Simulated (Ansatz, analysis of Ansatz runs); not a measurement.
# Hyperfine coupling of the F centre in LiF (PBE0 on PBE structures), part 2 of 2

Subject: F centre in LiF. Wanted: its hyperfine coupling, in one set-up (PBE0 on PBE structures, 64-site cell, PBE lattice, 420 eV, k: 2x2x2 shifted 0.5 0.5 0.5 then the zone centre alone). The model is a cell of 64 host atoms with 1 F taken out. The isotropic coupling follows from the spin density at the nucleus, the nuclear g-factor and the total spin. Exact exchange opens the gap, stiffens bonds and lessens the self-interaction error, at many times the cost.

Ansatz 0.2.0; PBE0 on PBE structures, 64-site cell, PBE lattice, 420 eV, k: 2x2x2 shifted 0.5 0.5 0.5 then the zone centre alone.

So far: Starting point; Relaxation, charge 0.

### 2. Relaxation, charge 0 (continued)

Level of this step: plane-wave PAW DFT, PBE; relaxation of all atoms of a defect supercell (Ansatz).

The steps of the relaxation:

```csv
step,energy less that of the first step (eV),largest force component (eV/Å)
1,0.0000,0.1975
2,-0.0167,0.1003
3,-0.0276,0.0195
4,-0.0276,0.0195
```

The run keeps the 48 symmetry operations that it works with, so distortions that break them were not tested.

The atoms that moved most (Å):

```csv
atom,dx,dy,dz,length
Li28,0.000,0.045,0.000,0.045
Li27,0.000,0.000,0.045,0.045
Li56,0.045,0.000,0.000,0.045
Li25,-0.045,0.000,0.000,0.045
Li19,0.000,0.000,-0.045,0.045
Li12,0.000,-0.045,0.000,0.045
F60,0.007,0.000,0.007,0.010
F31,0.000,0.007,0.007,0.010
```

Neighbours of the ideal centre at the end:

```csv
atom,distance (Å)
Li12,2.078
Li19,2.078
Li28,2.078
Li27,2.078
Li25,2.078
Li56,2.078
F14,2.886
F8,2.886
F21,2.886
F30,2.886
F29,2.886
F24,2.886
F45,2.886
F52,2.886
F16,2.886
F31,2.886
```

Read from the output:

| Property | Result |
| --- | --- |
| free energy | -31704.9487 eV |
| total moment | 1 μB |
| integral of the absolute spin density | 1.012 μB |
| spin contamination | 5.83e-4 |

The relaxation ends 0.4 meV an atom lower, with a largest force component of 0.019 eV/Å.

### 3. Contact spin densities

The relaxed structure is kept, and the final numbers are taken at the final level and k-points.

This step: plane-wave PAW DFT, PBE0; single point of a defect supercell on the structure relaxed with PBE.

point/input.yaml

```yaml
crystal:
  lattice:
    - [8.1342575, 0.0, 0.0]
    - [0.0, 8.1342575, 0.0]
    - [0.0, 0.0, 8.1342575]
  atoms:
    - { symbol: Li, position: [2.5394e-05, 0.0, 0.0] }
    - { symbol: Li, position: [0.000194461, 0.250194461, 0.250194461] }
[... 5 atom lines left out ...]
    - { symbol: F, position: [0.25, 0.249163332, 0.249163332] }
[... 3 atom lines left out ...]
    - { symbol: Li, position: [0.25, 0.244528348, 0.5] }
[... 1 atom line left out ...]
    - { symbol: F, position: [-0.000836668, 0.249163332, 0.5] }
[... 4 atom lines left out ...]
    - { symbol: Li, position: [0.25, 0.5, 0.244528348] }
[... 1 atom line left out ...]
    - { symbol: F, position: [-0.000836668, 0.5, 0.249163332] }
[... 2 atom lines left out ...]
    - { symbol: F, position: [0.25, 0.750836668, 0.249163332] }
    - { symbol: Li, position: [-0.005471652, 0.5, 0.5] }
[... 1 atom line left out ...]
    - { symbol: Li, position: [0.25, 0.5, 0.755471652] }
    - { symbol: Li, position: [0.25, 0.755471652, 0.5] }
    - { symbol: F, position: [-0.000836668, 0.5, 0.750836668] }
[... 1 atom line left out ...]
    - { symbol: F, position: [0.25, 0.750836668, 0.750836668] }
[... 24 atom lines left out ...]
    - { symbol: Li, position: [0.505471652, 0.5, 0.5] }
[... 6 atom lines left out ...]
    - { symbol: F, position: [0.75, 0.749967256, 0.749967256] }
basis:
  ecutwfc: 420
  xc_grid: 2
hamiltonian:
  xc: pbe0
kpoints:
  mp_grid: { grid: [1, 1, 1] }
magnetization:
  spin_polarized: true
  initial_magnetization: 1
  spin_locking: { lock_magnetization: hard }
scf:
  occupations: { method: fermi_dirac, width: 0.01 }
  max_iter: 120
output:
  forces: true
  efg: {}
  eigenvalues: true
checkpoint:
  read: "../relax.run"
```

Started as:

```bash
ansatz run input.yaml --threads 2 --pin off --max-ram 3768MiB --backend cpu --events-out ev --progress --plain --runs-dir out
```

Numbers of over 12 decimals in the logs are rounded to 6 here.

What it wrote:

```text
[...]
Warning: checkpoint.read: hamiltonian.xc differs: saved pbe, current pbe0; the SCF iterates under this deck's functional from the saved state
[...]
Crystal: 63 atoms, lattice volume = 538.212 Å³
Basis set: ecut = 420 eV, 10443 PW (Γ), exchange–correlation on 120×120×120 points (8 copies of the dense FFT grid, shifted against one another)
Bands: 220, of which v1, the nominal top of the filled ones, is band 157 counted from 1 (156 counted from 0)
Symmetry: 48 space group operations
[...]
k-points: 1
[...]
Starting moments: Σ|m| = 1 μB on 63 of 63 sites; this step starts from the density that it was given
[...]
SCF iter   2: F=-31704.764497 eV  HF=-31704.764526 eV  |F-HF|=2.84e-5  |Δ(HF+E_count)|=   9.97e-5  Δρ=1.06e-4 (↑1.06e-4 ↓5.82e-5)  dr2=1.03e-4  dr2_m=1.29e-5  M=1.000 μB ∫|m|=1.013 μB  ethr=1.32e-7  ⟨swp⟩=2.5  Hψ=754  notcnv=0
[...]
atom  19  Li V_zz =    -0.017284   η = 0.0000   by run symmetry: allowed
[...]
atom  21  F  V_zz =    -0.123968   η = 0.8583   by run symmetry: allowed
[...]
atom  25  Li V_zz =    -0.017284   η = 0.0000   by run symmetry: allowed
[...]
atom  27  Li V_zz =    -0.017284   η = 0.0000   by run symmetry: allowed
[...]
atom  28  Li V_zz =    -0.017284   η = 0.0000   by run symmetry: allowed
[...]
atom  30  F  V_zz =    -0.123968   η = 0.8583   by run symmetry: allowed
[...]
atom  56  Li V_zz =    -0.017284   η = 0.0000   by run symmetry: allowed
[...]
--- Band table (eV) ---
[...]
[key lines of the parts left out:]
Magnetization: 1.0000 μB (157.0000 up, 156.0000 down)
Free energy (F): -31707.482933 eV
Fermi energy:    7.062400 (↑ 8.045926, ↓ 3.580290) eV
```

Wall time 92 s (2 threads of Intel Xeon 6975P-C (Granite Rapids), shared host); peak memory 1.6 GiB.

The column dr2 measures how far the density is from self-consistency, as an energy; F and HF (Harris–Foulkes) agree once it is small.

Numbers from this step:

| Item | Value |
| --- | --- |
| free energy | -31707.4829 eV |
| total moment | 1 μB |
| integral of the absolute spin density | 1.018 μB |
| spin contamination | 3.34e-4 |

The atoms' spheres hold 0.19 of the 1 μB, none over 0.02 μB.

Isotropic hyperfine couplings from the contact spin densities (Fermi contact term with core polarisation, no dipolar part), the largest:

```csv
atom,isotope,distance from the centre (Å),contact spin density (e/Å³),A (MHz)
F8,19F,2.89,0.188,117.3
F14,19F,2.89,0.188,117.3
F16,19F,2.89,0.188,117.3
F21,19F,2.89,0.188,117.3
F24,19F,2.89,0.188,117.3
F29,19F,2.89,0.188,117.3
F30,19F,2.89,0.188,117.3
F31,19F,2.89,0.188,117.3
F45,19F,2.89,0.188,117.3
F52,19F,2.89,0.188,117.3
```

### 4. Summary of results

| Item | Value |
| --- | --- |
| 7Li, shell I | 37.0 MHz |
| 19F, shell II | 117.3 MHz |
| 7Li, shell III | 1.0 MHz |
| 19F, shell IV | 1.9 MHz |
| integral of the absolute spin density | 1.02 μB |
| time of the whole chain | 1.9 min on 2 threads |

**Reading.** 7Li, shell I: computed 37.0 MHz, measured 39.06 MHz; 2.1 MHz (5 %) below the measurement. 19F, shell II: computed 117.3 MHz, measured 105.9 MHz; 11.3 MHz (11 %) above the measurement. 7Li, shell III: computed 1.0 MHz, measured 0.5 MHz; 0.5 MHz (110 %) above the measurement. 19F, shell IV: computed 1.9 MHz, measured 0.48 MHz; 1.4 MHz (296 %) above the measurement. Only the isotropic (Fermi contact) part is computed, with core polarisation; no vibrational averaging. Limits: the zone centre alone is a coarse sampling for this cell; the structure comes from another functional than the final numbers; the periodic copies of the defect are only 8.1 Å apart.

[Logs are printed without paths, hosts, clocks, repeated set-up lines and the standing remarks that a program may print on its own settings, such as how far it seeks lower states.]

[Hosts, paths, dates, database ids (printed as entryN), source tags and the programs' standing remarks are cut or masked in the printed files.]

[For some hosts the program warned that the k-mesh of the response run may be too coarse for force constants and the static dielectric constant; such warnings are not shown here.]
